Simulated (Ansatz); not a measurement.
# What AlBiSe3 (model cell, started as cubic perovskite with Al in the octahedra) distorts into, part 2 of 3

Wanted: the energy along a soft mode of AlBiSe3 (model cell, started as cubic perovskite with Al in the octahedra) and the structure at the end.

Ansatz 0.2.0; DFT PBEsol, scalar-relativistic, plane waves, PAW.

So far, highest frequency on the path or at a solved wavevector (cm⁻¹): step 2 (response at finite wavevector) 341. Also lowest frequency on the path (cm⁻¹): step 2 -157.

The structure was built from a prototype and need not be the compound's stable phase.

### Step 4. The mode frozen in, largest atomic shift 0.6 Å

The atoms are moved along the unstable eigenvector, the largest shift by 0.6 Å, with the cell fixed.

Input file input.yaml:

```yaml
crystal:
  lattice:
    - [4.8529979444, 4.8529979444, 0.0]
    - [4.8529979444, 0.0, 4.8529979444]
    - [4.8529979444, 0.0, -4.8529979444]
  atoms:
    - { symbol: Bi, position: [0.0, 0.0, 1.0] }
    - { symbol: Bi, position: [0.0, 0.5, 0.5] }
    - { symbol: Al, position: [0.5, 0.25, 0.75] }
    - { symbol: Al, position: [0.5, 0.75, 0.25] }
    - { symbol: Se, position: [0.4125769115, 0.5874230885, 0.5874230885] }
    - { symbol: Se, position: [0.5874230885, -0.0874230885, -0.0874230885] }
    - { symbol: Se, position: [0.0, 0.0437115442, 0.4562884558] }
    - { symbol: Se, position: [0.0, 0.4562884558, 0.0437115442] }
    - { symbol: Se, position: [0.5, 0.0437115442, 0.4562884558] }
    - { symbol: Se, position: [0.5, 0.4562884558, 0.0437115442] }
kpoints:
  mp_grid: { grid: [6, 6, 6] }
hamiltonian:
  xc: pbesol
scf:
  occupations: { method: methfessel_paxton, width: 0.15 }
output:
  forces: true
  stress: true
  eigenvalues: true
```

The run is started by

```console
$ ansatz run input.yaml --threads 8 --pin off --max-ram 14336MiB --backend cpu --events-out ev --progress --plain --runs-dir out
```

Numbers of over 12 decimals in the logs are rounded to 6 here.

The log of the run:

```text
[...]
Crystal: 10 atoms, lattice volume = 228.592 Å³
Basis set: ecut = 420 eV, 4477 PW (Γ), exchange–correlation on 96×96×96 points (8 copies of the dense FFT grid, shifted against one another)
Bands: 80, of which v1, the nominal top of the filled ones, is band 66 counted from 1 (65 counted from 0)
Symmetry: 8 space group operations
[...]
k-points: 46 of 216
[...]
k-point 0: bands = [... 62 lower, 8.4831, 8.7699, 9.3222, 9.8188, 10.7243, 11.8427, 12.0264, 12.4211, ... 6 higher]
  k-point 1: bands = [... 62 lower, 8.6876, 9.1804, 9.4057, 9.7396, 10.6962, 11.4317, 11.9353, 11.9580, ... 6 higher]
  k-point 2: bands = [... 62 lower, 8.8447, 9.0991, 9.2917, 9.4480, 10.6051, 10.8826, 11.1001, 11.6649, ... 6 higher]
  k-point 45: bands = [... 62 lower, 8.1679, 8.3436, 8.5434, 8.8947, 10.2632, 10.6488, 11.0771, 11.3907, ... 6 higher]
[key lines of the parts left out:]
SCF converged after 7 iterations
Free energy (F): -58081.998757 eV
Fermi energy:    9.646365 eV
P = ⅓ Tr σ = 0.5363 GPa (5.363 kbar)
```

The job ended after 4.5 s (8 threads of Intel Xeon 6975P-C (Granite Rapids), shared host; peak memory 1.5 GiB).

This step gave:

* pressure: 0.5363 GPa
* energy from the undistorted cell: -210.5 meV/atom

The energy, extrapolated to zero smearing, is -210.54 meV/atom against the undistorted cell.

The run ends at a pressure of 0.54 GPa, with forces up to 1.1 eV/Å.

### Step 5. Energy along the mode, all amplitudes (two of the runs are shown above)

An imaginary frequency means negative curvature, so the energy should fall and then rise again as anharmonic terms take over.

This step gave:

- depth at the lowest point sampled: 210.5 meV/atom
- largest atomic shift at that point: 0.6 Å

The energy from the parent by largest atomic shift:

```
largest atomic shift (Å)  energy from the parent (meV/atom)
                   0.000                                  0
                   0.040                              -1.86
                   0.080                              -7.15
                   0.140                              -20.5
                   0.220                              -47.4
                   0.320                              -90.7
                   0.450                               -152
                   0.600                               -211
```

Displacement at unit largest shift by atom:

```
atom   x (Å)   y (Å)   z (Å)   size
 Bi1   0.000   0.000   0.000  0.000
 Bi2   0.000   0.000   0.000  0.000
 Al3   0.000   0.000   0.000  0.000
 Al4   0.000   0.000   0.000  0.000
 Se5   0.707  -0.707   0.000  1.000
 Se6  -0.707   0.707   0.000  1.000
 Se7   0.000   0.000   0.707  0.707
 Se8   0.000   0.000  -0.707  0.707
 Se9   0.000   0.000   0.707  0.707
Se10   0.000   0.000  -0.707  0.707
```

The lowest of the steps tried is the last one, at 0.6 Å, 211 meV/atom below the parent; the bottom of the well need not coincide with a step.

### Step 6. Relaxation from the frozen mode

Starting from the lowest point found, all atoms and the cell are let go, so that strain and other modes of the same symmetry can join in.

input.yaml, as its differences from that of step 4:

```diff
@@ -26 +26,10 @@
   eigenvalues: true
+  write_density: true
+  write_potential: true
+  elf: true
+  volumetric_format: npy
+relax:
+  adjacent_minimum: "off"
+  f_tol: 0.002
+  max_steps: 120
+  cell: { stress_tol: 0.03 }
```

The log of the run:

```text
[...]
Crystal: 10 atoms, lattice volume = 228.592 Å³
Basis set: ecut = 420 eV, 4477 PW (Γ), exchange–correlation on 96×96×96 points (8 copies of the dense FFT grid, shifted against one another)
Bands: 80, of which v1, the nominal top of the filled ones, is band 66 counted from 1 (65 counted from 0)
Symmetry: 8 space group operations
[...]
k-points: 46 of 216
[...]
SCF iter   1: F=—  HF=-58082.009842 eV  |F-HF|=—  |Δ(HF+E_count)|=         —  Δρ=3.08e-3  dr2=3.15e-2  ethr=1.77e-3  ⟨swp⟩=7.0  Hψ=14242  notcnv=0  defer=22
[...]
SCF iter   7: F=-58081.998757 eV  HF=-58081.998757 eV  |F-HF|=2.15e-8  |Δ(HF+E_count)|=   2.13e-7  S|Δr|=    0.00e0  Δρ=4.49e-6  dr2=4.97e-8  ethr=7.58e-11  ⟨swp⟩=14.5  Hψ=30899  notcnv=0
SCF 1 converged in 7 iterations: F = -58081.998757 eV  dr2 = 4.97e-8
  Residual-converged pass: ⟨swp⟩=1.0  Hψ=3865  notcnv=0  max |occ|·‖R‖ = 7.0e-9 eV (tolerance 1.0e-8 eV)  dr2=4.97e-8  dr2_onsite=2.99e-8  max |Δocc| = 4.0e-11
[...]
relax step   1: F+E_penalty+E_count = -58081.99875746 eV  Δ(F+E_penalty+E_count) = +0.000e0 eV  max|allowed force component| = 9.260e-1 eV/Å  Δτ_max = 0.0000 Å  P = +0.536 GPa  Ω = 228.592 Å³  (7 SCF iters, dr2 threshold 1.00e-7 eV, accepted)
Crystal: 10 atoms, lattice volume = 229.305 Å³
Basis set: ecut = 420 eV, 4501 PW (Γ), exchange–correlation on 96×96×96 points (8 copies of the dense FFT grid, shifted against one another)
[...]
SCF iter   8: F=-58082.753436 eV  HF=-58082.753437 eV  |F-HF|=8.15e-7  |Δ(HF+E_count)|=   2.40e-7  S|Δr|=    0.00e0  Δρ=1.01e-5  dr2=4.30e-7  ethr=7.58e-10  ⟨swp⟩=12.1  Hψ=34448  notcnv=0
SCF 2 converged in 8 iterations: F = -58082.753436 eV  dr2 = 4.30e-7
[...]
relax step   2: F+E_penalty+E_count = -58082.75343641 eV  Δ(F+E_penalty+E_count) = -7.547e-1 eV  max|allowed force component| = 2.360e-1 eV/Å  Δτ_max = 0.1945 Å  P = +1.562 GPa  Ω = 229.305 Å³  energy of the carried Pulay correction = -1.122e-4 eV  (8 SCF iters, dr2 threshold 1.00e-6 eV, accepted)
Crystal: 10 atoms, lattice volume = 240.761 Å³
Basis set: ecut = 420 eV, 4681 PW (Γ), exchange–correlation on 96×96×96 points (8 copies of the dense FFT grid, shifted against one another)
[...]
SCF iter   8: F=-58082.774577 eV  HF=-58082.774578 eV  |F-HF|=5.29e-7  |Δ(HF+E_count)|=   9.23e-9  S|Δr|=    0.00e0  Δρ=8.99e-6  dr2=3.84e-7  ethr=7.58e-10  ⟨swp⟩=12.2  Hψ=36575  notcnv=0
SCF 3 converged in 8 iterations: F = -58082.774577 eV  dr2 = 3.84e-7
relax step   3: F+E_penalty+E_count = -58082.77457735 eV  Δ(F+E_penalty+E_count) = -2.114e-2 eV  max|allowed force component| = 2.035e-1 eV/Å  Δτ_max = 0.1950 Å  P = -0.759 GPa  Ω = 240.761 Å³  energy of the carried Pulay correction = -1.869e-3 eV  (8 SCF iters, dr2 threshold 1.00e-6 eV, accepted)
[...]
relax step   4: F+E_penalty+E_count = -58082.82394676 eV  Δ(F+E_penalty+E_count) = -4.937e-2 eV  max|allowed force component| = 3.296e-2 eV/Å  Δτ_max = 0.0904 Å  P = -0.261 GPa  Ω = 236.860 Å³  energy of the carried Pulay correction = -1.280e-3 eV  (7 SCF iters, dr2 threshold 1.00e-6 eV, accepted)
[...]
relax step   5: F+E_penalty+E_count = -58082.82035744 eV  Δ(F+E_penalty+E_count) = +3.589e-3 eV  max|allowed force component| = 9.997e-2 eV/Å  Δτ_max = 0.0350 Å  P = +0.184 GPa  Ω = 235.700 Å³  energy of the carried Pulay correction = -1.103e-3 eV  (6 SCF iters, dr2 threshold 3.15e-7 eV, rejected (line search))
[...]
relax step   6: F+E_penalty+E_count = -58082.82552356 eV  Δ(F+E_penalty+E_count) = -1.577e-3 eV  max|allowed force component| = 3.718e-3 eV/Å  Δτ_max = 0.0096 Å  P = -0.006 GPa  Ω = 236.037 Å³  energy of the carried Pulay correction = -1.155e-3 eV  (11 SCF iters, accepted)
[...]
relax step   7: F+E_penalty+E_count = -58082.82560034 eV  Δ(F+E_penalty+E_count) = -7.677e-5 eV  max|allowed force component| = 3.170e-3 eV/Å  Δτ_max = 0.0006 Å  P = +0.003 GPa  Ω = 235.992 Å³  energy of the carried Pulay correction = -1.148e-3 eV  (5 SCF iters, dr2 threshold 7.66e-9 eV, accepted)
[...]
relax step   8: F+E_penalty+E_count = -58082.82564834 eV  Δ(F+E_penalty+E_count) = -4.801e-5 eV  max|allowed force component| = 4.557e-4 eV/Å  Δτ_max = 0.0014 Å  P = +0.003 GPa  Ω = 235.970 Å³  energy of the carried Pulay correction = -1.145e-3 eV  (6 SCF iters, dr2 threshold 2.74e-9 eV, accepted)
[...]
SCF iter   7: F=-58082.826827 eV  HF=-58082.826827 eV  |F-HF|=2.18e-11  |Δ(HF+E_count)|=  1.46e-11  S|Δr|=    0.00e0  Δρ=7.64e-8  dr2=3.49e-11  ethr=1.00e-12  ⟨swp⟩=5.3  Hψ=17970  notcnv=0
SCF 9 converged in 7 iterations: F = -58082.826827 eV  dr2 = 3.49e-11
relax step   9: F+E_penalty+E_count = -58082.82682671 eV  Δ(F+E_penalty+E_count) = -1.178e-3 eV  max|allowed force component| = 4.594e-4 eV/Å  Δτ_max = 0.0000 Å  P = +0.004 GPa  Ω = 235.970 Å³  stress off target by 5.68e-3 GPa  SCF on the basis re-selected at this cell (its energy is not comparable with the rows above)  (7 SCF iters)
basis re-selected at this cell: Δ(F+E_penalty+E_count) = -1.178e-3 eV, ΔP = +0.001 GPa vs the last step (what re-selecting the basis moved, of the pressure what is left beyond the Pulay correction that the steps carried, after the strain that the cell walked since its last selection, with what the two solves' SCF thresholds leave and, on support functions, any second-order correction that the steps lacked; it is no m [...]
SCF converged after 7 iterations
[...]
Free energy (F): -58082.826827 eV
[...]
Internal energy: -58082.829908 eV  (E = F + TS)
E sigma→0 (E₀):  -58082.827597 eV
Entropy (-TS):   0.003081 eV (0.308 meV/atom)
Fermi energy:    9.073123 eV
[...]
--- Forces (eV/Å), atoms counted from 1 ---
  atom   1  Bi     0.00026835    -0.00026835     0.00000000
  atom   2  Bi    -0.00026835     0.00026835     0.00000000
  atom   3  Al     0.00000000     0.00000000     0.00000000
  atom   4  Al    -0.00000000     0.00000000    -0.00000000
  atom   5  Se    -0.00045939     0.00045939     0.00000000
  atom   6  Se     0.00045939    -0.00045939     0.00000000
  atom   7  Se    -0.00000000     0.00000000    -0.00017920
  atom   8  Se     0.00000000    -0.00000000     0.00017920
  atom   9  Se    -0.00000000     0.00000000    -0.00017920
  atom  10  Se     0.00000000    -0.00000000     0.00017920
  max |Σ_I F_I| component: 6.94e-18 eV/Å
--- Stress (GPa, compression-positive) ---
        0.002479      -0.002420       0.000000
       -0.002420       0.002479      -0.000000
        0.000000      -0.000000       0.005685
  P = ⅓ Tr σ = 0.0035 GPa (0.035 kbar)
--- Band table (eV; the first three rows and the last of 46) ---
  k-point 0: bands = [... 62 lower, 8.1399, 8.3462, 8.8137, 8.9187, 10.4663, 11.3305, 11.7994, 11.8398, ... 10 higher]
  k-point 1: bands = [... 62 lower, 8.3592, 8.5487, 8.6979, 9.0505, 10.3832, 10.9706, 11.2486, 11.8663, ... 10 higher]
  k-point 2: bands = [... 62 lower, 8.4218, 8.5491, 8.7136, 8.9232, 10.0836, 10.4577, 10.8565, 11.4239, ... 10 higher]
  k-point 45: bands = [... 62 lower, 7.9915, 8.0469, 8.4892, 8.5578, 10.2123, 10.7109, 11.0965, 11.2769, ... 10 higher]
--- Relaxed structure (8 steps of the walk, 7 accepted, 1 SCFs on fresh bases) ---
  F+E_penalty+E_count = -58082.82682671 eV   max|allowed force component| = 4.594e-4 eV/Å   (the final SCF, on the basis selected at the relaxed cell)
  cell:  # Å, volume = 235.9704 Å³
    - [4.900787, 4.900787, 0.0]
    - [4.899966, 0.000821555, 4.914072]
    - [4.899966, 0.000821555, -4.914072]
  atoms:
    - { symbol: Bi, position: [-0.042662, 0.042662, 1.042662] }
    - { symbol: Bi, position: [0.042662, 0.457338, 0.457338] }
    - { symbol: Al, position: [0.5, 0.250000, 0.750000] }
    - { symbol: Al, position: [0.5, 0.75, 0.25] }
    - { symbol: Se, position: [0.390534, 0.609466, 0.609466] }
    - { symbol: Se, position: [0.609466, -0.109466, -0.109466] }
    - { symbol: Se, position: [4.336808689942018e-19, 0.062873, 0.437127] }
    - { symbol: Se, position: [4.336808689942018e-19, 0.437127, 0.062873] }
    - { symbol: Se, position: [0.5, 0.062873, 0.437127] }
    - { symbol: Se, position: [0.5, 0.437127, 0.062873] }
```

Wall time 59 s (8 threads); peak memory 1.6 GiB; 5.8 min of CPU time.

Step by step:

```
step  energy less that of the first step (eV)  largest force component (eV/Å)  pressure (GPa)  volume (Å³)
   1                                   0.0000                          0.9260            0.54       228.59
   2                                  -0.7547                          0.2360            1.56       229.30
   3                                  -0.7758                          0.2035           -0.76       240.76
   4                                  -0.8252                          0.0330           -0.26       236.86
   5                                  -0.8216                          0.1000            0.18       235.70
   6                                  -0.8268                          0.0037           -0.01       236.04
   7                                  -0.8268                          0.0032            0.00       235.99
   8                                  -0.8269                          0.0005            0.00       235.97
  9*                                  -0.8281                          0.0005            0.00       235.97
```

Relaxation steps marked * repeat the geometry before them on a plane-wave basis chosen anew for their cell, so energy and pressure can jump there. Relaxation step 5 was tried and not accepted.

The run keeps the 8 symmetry operations that it works with, so distortions that break them were not tested.

```
conventional cell, symmetrised  before  after  change
                         a (Å)   6.863  6.931  +1.0 %
                         b (Å)   9.706  9.828  +1.3 %
                         c (Å)   6.863  6.928  +1.0 %
              volume (Å³/atom)   22.86  23.60  +3.2 %
```

The atoms that moved most (Å, as changes of fractional coordinates times the final cell):

```
atom      dx      dy      dz  length
 Bi2  -0.209   0.209   0.000   0.296
 Bi1   0.209  -0.209   0.000   0.296
 Se7   0.000   0.000   0.188   0.188
Se10   0.000   0.000  -0.188   0.188
 Se9   0.000   0.000   0.188   0.188
 Se8   0.000   0.000  -0.188   0.188
 Se6  -0.108   0.108   0.000   0.153
 Se5   0.108  -0.108   0.000   0.153
```

The relaxed structure:

```cif
data_structure
_symmetry_space_group_name_H-M 'P 1'
_symmetry_Int_Tables_number 1
_cell_length_a 6.9308
_cell_length_b 6.9396
_cell_length_c 6.9396
_cell_angle_alpha 90.165
_cell_angle_beta 60.042
_cell_angle_gamma 60.042
_cell_volume 235.97
loop_
_atom_site_label
_atom_site_type_symbol
_atom_site_fract_x
_atom_site_fract_y
_atom_site_fract_z
_atom_site_occupancy
Bi1 Bi 0.95734 0.04266 0.04266 1
Bi2 Bi 0.04266 0.45734 0.45734 1
Al3 Al 0.50000 0.25000 0.75000 1
Al4 Al 0.50000 0.75000 0.25000 1
Se5 Se 0.39053 0.60947 0.60947 1
Se6 Se 0.60947 0.89053 0.89053 1
Se7 Se 0.00000 0.06287 0.43713 1
Se8 Se 0.00000 0.43713 0.06287 1
Se9 Se 0.50000 0.06287 0.43713 1
Se10 Se 0.50000 0.43713 0.06287 1
```

This step gave:

```yaml
pressure: 0.003547 GPa
volume_per_atom: 23.60 Å³
```

Electrostatic potential energy in the bc plane of the conventional cell at fractional x = 0.000, with atoms of Bi and Al and Se within 0.2 Å of it. With pseudopotentials it is smooth inside the atoms' cores, unlike the true potential.

Ten even steps from '0' (-64 eV) to '9' (13 eV), each cell a mean:
```
9999841036899999986100048999
9999986678999999997200058999
9999999899999999998632479999
9999999999999999999877899999
9999998889999999999999999999
9999977778999999999999999999
8899878877999888999999999998
7789878877887777899999999977
8778877777987787799988999877
8778987779987887789777789878
7779999999987777798788778877
7889999999998778898788778987
9999999999999999998778779999
9999999999999999999877789999
9999998899999999999999999999
9999876578999999999999999999
9999741026899999999888899999
9999610004899999998643579999
9999610004899999997300158999
```
Columns run along b (9.8 Å; values clipped at the 3rd and 97th percentile), rows up along c (6.9 Å), edges of the conventional cell, whose origin can differ from the input's. Atoms in or near the plane, at fractional coordinates: Bi at (0.75, 0.96), Bi at (0.25, 0.04), Al at (0.50, 0.50), Al at (0.00, 0.50), Se at (0.75, 0.39), Se at (0.25, 0.61).

ELF in the bc plane of the conventional cell at fractional x = 0.000, with atoms of Bi and Al and Se within 0.2 Å of it. It is the smooth field of the valence electrons, not physical close to the nuclei.

Ten even steps from '_' (0.02) to '@' (0.80), each cell a mean:
```
____..--++++----==++==::________..--++--..::::++==::____
______::====++++++==--..________..--====::..--==--::____
________::----==--::..__________..::--==========::....__
________::==****++--..________......::--====--::........
..____::++%%@@@@@@##--..__..............::::............
::..::==##@@@@%%@@%%**::..::::::....______________..::::
----==##@@%%++==##@@%%++--------::..____....____..::----
..::**@@@@%%--::**@@@@%%==....::--::::--++++==--::::::..
__..##@@@@@@##**%%@@@@%%--______--++##%%%%%%%%##**++..__
____==##%%@@@@@@@@@@%%**..______++@@@@@@@@%%@@@@@@%%::__
__..--==++**######++==--..____..##@@@@@@++==##@@@@%%==__
::--::::..::::--::....::----::--++%%@@%%--::**@@@@##==::
----::..______________..::----::--**%%%%##**%%@@##==::::
::......______________....::......--##@@@@@@@@%%++::....
..........::----::............____..==##%%%%##++::______
__......::==++++==--::....__________::--======::..______
____..::====----====--..__________..::--======--::______
____..--==--....::====::__________::==++++==++++==..____
____..--++==....::++==::________..--++==::..--++==::____
```
Columns run along b (9.8 Å), rows up along c (6.9 Å), edges of the conventional cell, whose origin can differ from the input's. Atoms in or near the plane, at fractional coordinates: Bi at (0.75, 0.96), Bi at (0.25, 0.04), Al at (0.50, 0.50), Al at (0.00, 0.50), Se at (0.75, 0.39), Se at (0.25, 0.61).

Valence density in the bc plane of the conventional cell at fractional x = 0.000, with atoms of Bi and Al and Se within 0.2 Å of it. It is the smooth field of the valence electrons, not physical close to the nuclei.

Ten steps, logarithmic in the rise over the least value, from '0' (0 e/Å³) to '9' (32 e/Å³), each cell a mean:
```
0000135542100000012566641000
0000012321000000002466531000
0000001110000000001344321000
0000001110000000000112110000
0000012211000000000000000000
0000124532100000000000000000
0001248963100000000000000000
0011259973110000000000000000
0011236642110000001111110000
0001122221110000011244321100
0000001110000000112478631100
0000000000000000012599731100
0000000000000000011367521000
0000000000000000001233210000
0000001100000000000111100000
0000123321000000000011000000
0000145542100000000111100000
0001256664100000001244310000
0000256663100000002466531000
```
Columns run along b (9.8 Å), rows up along c (6.9 Å), edges of the conventional cell, whose origin can differ from the input's. Atoms in or near the plane, at fractional coordinates: Bi at (0.75, 0.96), Bi at (0.25, 0.04), Al at (0.50, 0.50), Al at (0.00, 0.50), Se at (0.75, 0.39), Se at (0.25, 0.61).

The distorted start has space group Imma; the relaxation ends in Imma.

(Part 2 of 3 ends here.)

[Logs are printed without paths, hosts, clocks, repeated set-up lines and the standing remarks that a program may print on its own settings, such as how far it seeks lower states.]

[Hosts, paths, dates, database ids (printed as entryN), source tags and the programs' standing remarks are cut or masked in the printed files.]
